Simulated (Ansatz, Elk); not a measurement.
# How far do independent atoms describe NaCoS2?

The structure of NaCoS2 used here is made up (a known structure type with other elements) and was relaxed beforehand with PBE. The aim is the Fourier transform of its all-electron density, F(hkl), set beside the sum over free spherical atoms that refinements use.

Program: Elk 11.2.3 (patched build). Level of theory: DFT, PBE, all-electron APW+lo, Dirac cores, scalar-relativistic bands, static density, no spin. Results are calculated unless marked as measured.

This account leaves out most program logs.

The structure was built from a prototype and need not be the compound's stable phase.

## 1. Set-up

Symmetry: P6_3/mmc, No. 194, hexagonal system. Conventional cell: a = 3.455 Å, b = 3.455 Å, c = 12.804 Å, α = 90.00°, β = 90.00°, γ = 120.00°. Co has 6 S at 2.29 Å nearest. S has 3 Co at 2.29 Å and 3 Na at 2.87 Å nearest. Nearest to Na lie 6 S at 2.87 Å. Farther neighbours and most contacts between anions are not listed.

## 2. Ground state and structure factors

An all-electron density is needed, since X-rays see the cores too. Task 0 finds the density and task 195 Fourier-transforms it; tshift is off so that phases refer to the origin typed.

The input, elk.in:

```
tasks
  0
  195

xctype
  20

spinpol
  .false.

rgkmax
  7.0

gmaxvr
  14.0

lmaxo
  7

lmaxapw
  8

swidth
  0.002

tshift
  .false.

ramdisk
  .false.

hmaxvr
  5.5

maxscl
  120

epspot
  1e-06

sppath
  './'

avec
  6.52929294727 0.00000000000 0.00000000000
  -3.26464647363 5.65453356108 0.00000000000
  0.00000000000 0.00000000000 24.19685204845

atoms
  3
  'Co.in'
  2
  -0.0000000000 -0.0000000000 0.0000000000   0.000000 0.000000 0.000000
  -0.0000000000 -0.0000000000 0.5000000000   0.000000 0.000000 0.000000
  'S.in'
  4
  0.3333333333 0.6666666667 0.0884472638   0.000000 0.000000 0.000000
  0.6666666667 0.3333333333 0.9115527362   0.000000 0.000000 0.000000
  0.6666666667 0.3333333333 0.5884472638   0.000000 0.000000 0.000000
  0.3333333333 0.6666666667 0.4115527362   0.000000 0.000000 0.000000
  'Na.in'
  2
  0.3333333333 0.6666666667 0.7500000000   0.000000 0.000000 0.000000
  0.6666666667 0.3333333333 0.2500000000   0.000000 0.000000 0.000000

ngridk
  7 7 2
```

On the command line:

```sh
$ OMP_NUM_THREADS=4 elk
```

Wall time 27 s (4 threads of Intel Xeon 6975P-C (Granite Rapids), shared host); peak memory 0.25 GiB.

SFACRHO.OUT:

```text

h k l indices transformed by vhmat matrix:
   1.000000000       0.000000000       0.000000000    
   0.000000000       1.000000000       0.000000000    
   0.000000000       0.000000000       1.000000000    

      h      k      l  multipl.   |H|            Re(F)            Im(F)           |F|

      0      0      0      1   0.0000000       140.00000      0.53376479E-16   140.00000    
      0      0     -1      2  0.25966953      0.26372436E-14 -0.15497158E-14  0.30588680E-14
      0      0      2      2  0.51933907       57.575109     -0.61776026E-14   57.575109    
      0      0      3      2  0.77900860      0.59352708E-14  0.10848011E-13  0.12365548E-13
      0      0      4      2   1.0386781       32.873498     -0.61299230E-14   32.873498    
      1      0      0      6   1.1111766       11.666134      0.30994316E-14   11.666134    
      0      1      1      6   1.1411142       7.1140599      0.77485791E-15   7.1140599    
      0      1     -1      6   1.1411142      -7.1140599     -0.77485791E-15   7.1140599    
      1     -1      2      6   1.2265506       41.788411     -0.46491474E-14   41.788411    
      1     -1     -2      6   1.2265506       41.788411      0.46491474E-14   41.788411    
      0      0     -5      2   1.2983477      0.48248521E-14 -0.17046874E-13  0.17716521E-13
     -1      1      3      6   1.3570438      -52.455080      0.14722300E-13   52.455080    
      1      0     -3      6   1.3570438       52.455080      -0.0000000       52.455080    
      1     -1      4      6   1.5210410       44.753350     -0.34093748E-13   44.753350    
      1      0      4      6   1.5210410       44.753350      0.30994316E-14   44.753350    
      0      0      6      2   1.5580172      -16.152252     -0.63062178E-14   16.152252    
      1     -1     -5      6   1.7089237      0.99832864     -0.27120027E-13  0.99832864    
      0     -1     -5      6   1.7089237     -0.99832865     -0.15497158E-13  0.99832865
```

Elk indexes on the primitive cell of elk.in and gives |H| = 4π sin θ/λ in inverse bohr. Below, one row stands for each form hkl of the conventional cell (m members, Friedel mates merged), F is for one primitive cell and the density is static (no thermal factor). Free-atom factors are Waasmaier and Kirfel's, and R is Σm||F|−|F'||/Σm|F|.

```tsv
hkl	m	sin θ/λ (Å⁻¹)	abs F, DFT	neutral atoms	diff.
001	2	0.039	0.000	0.000	+0.000
002	2	0.078	57.575	57.057	+0.518
003	2	0.117	0.000	0.000	+0.000
004	2	0.156	32.873	33.136	-0.262
100	6	0.167	11.666	11.645	+0.021
101	12	0.172	7.114	6.657	+0.457
102	12	0.184	41.788	41.613	+0.176
005	2	0.195	0.000	0.000	+0.000
103	12	0.204	52.455	52.280	+0.175
104	12	0.229	44.753	44.875	-0.122
006	2	0.234	16.152	16.193	-0.041
105	12	0.257	0.998	0.989	+0.009
007	2	0.273	0.000	0.000	+0.000
106	12	0.288	61.006	61.404	-0.397
```

## 3. The highest occupied states alone

An energy window below the Fermi level keeps the highest occupied states, to see at which angles they scatter; shallow core shells can lie inside it and anion s states outside. No new self-consistency is needed.

elk.in: that of step 2 with these lines changed.

```diff
@@ -1,3 +1,2 @@
 tasks
-  0
   195
@@ -40,2 +39,5 @@
 
+wsfac
+  -0.349090 0.502150
+
 sppath
```

On the command line:

```sh
$ OMP_NUM_THREADS=4 elk
```

It took 9.2 s on 4 threads; peak memory 0.19 GiB.

States within 15 eV below the Fermi level hold 44.00 electrons; any levels below the window count with the cores. Their amplitudes can exceed the total, where window and core parts have opposite phase:

```tsv
hkl	sin θ/λ (Å⁻¹)	abs F, window	abs F, all
001	0.039	0.000	0.000
002	0.078	24.005	57.575
003	0.117	0.000	0.000
004	0.156	4.714	32.873
100	0.167	6.181	11.666
101	0.172	4.712	7.114
102	0.184	8.740	41.788
005	0.195	0.000	0.000
103	0.204	5.720	52.455
104	0.229	9.914	44.753
```

## 4. Another functional

The difference from free atoms is small, so it is set against the change that PBEsol makes.

elk.in: that of step 3 with these lines changed.

```diff
@@ -1,2 +1,3 @@
 tasks
+  0
   195
@@ -4,3 +5,3 @@
 xctype
-  20
+  22
 
@@ -39,5 +40,2 @@
 
-wsfac
-  -0.349090 0.502150
-
 sppath
```

On the command line:

```sh
$ OMP_NUM_THREADS=4 elk
```

It took 27 s on 4 threads; peak memory 0.26 GiB; 70 s of CPU time.

Against the first run R = 0.07 %; the largest change is -0.059 at 103.

## 5. Basis size

A smaller basis shows how fast F responds to it; the change is likely larger than the basis error of the first run, but doesn't show convergence.

elk.in: that of step 4 with these lines changed.

```diff
@@ -5,3 +5,3 @@
 xctype
-  22
+  20
 
@@ -11,3 +11,3 @@
 rgkmax
-  7.0
+  5.5
```

On the command line:

```sh
$ OMP_NUM_THREADS=4 elk
```

Elapsed: 22 s, on 4 threads; peak memory 0.23 GiB.

Against the first run R = 0.07 %; the largest change is +0.095 at 0 0 12.

## 6. Settings against the effect

```tsv
run	R against the first run (%)	R against neutral atoms, low angle (%)	wall time
PBE, rgkmax 7	0.00	0.67	27 s
PBEsol	0.07	0.66	27 s
rgkmax 5.5	0.07	0.69	22 s
```

## 7. What came out

| Quantity | Value |
| --- | --- |
| R against neutral atoms, sin θ/λ < 0.3 Å⁻¹ | 0.67 % |
| R against neutral atoms, 0.3 to 0.76 Å⁻¹ | 0.70 % |

**Reading.** Independent neutral atoms miss the calculated amplitudes by R = 0.67 % below 0.3 Å⁻¹ and 0.70 % from there to 0.76 Å⁻¹; by shells, 0.90 % below 0.15 Å⁻¹ (1 form), 0.66 % 0.15 to 0.3 (11 forms), 0.51 % 0.3 to 0.45 (20 forms), 0.74 % above 0.45 (92 forms). Bonding, aspherical density and the tables' own atoms all enter these figures, and the runs don't part them. The largest change of an amplitude is +0.52 electrons, at 002. The window's part falls from 44.0 electrons at the origin to at most 2.89 between 0.45 and 0.76 Å⁻¹, where compact states inside the window still scatter. Below 0.3 Å⁻¹ the changes that finished (PBEsol and rgkmax 5.5) move F by R = 0.08 % at most, against the 0.67 % that separates it from free atoms. The k-mesh has no finished test. These runs have no spin, though d or f shells may be open. Part of the difference isn't bonding: the tables are fits to free atoms and ions calculated by other methods than this functional. Thermal motion, anomalous dispersion and extinction are left out.

[Logs are printed without paths, hosts, clocks, repeated set-up lines and the standing remarks that a program may print on its own settings, such as how far it seeks lower states.]

[Hosts, paths, dates, database ids (printed as entryN), source tags and the programs' standing remarks are cut or masked in the printed files.]
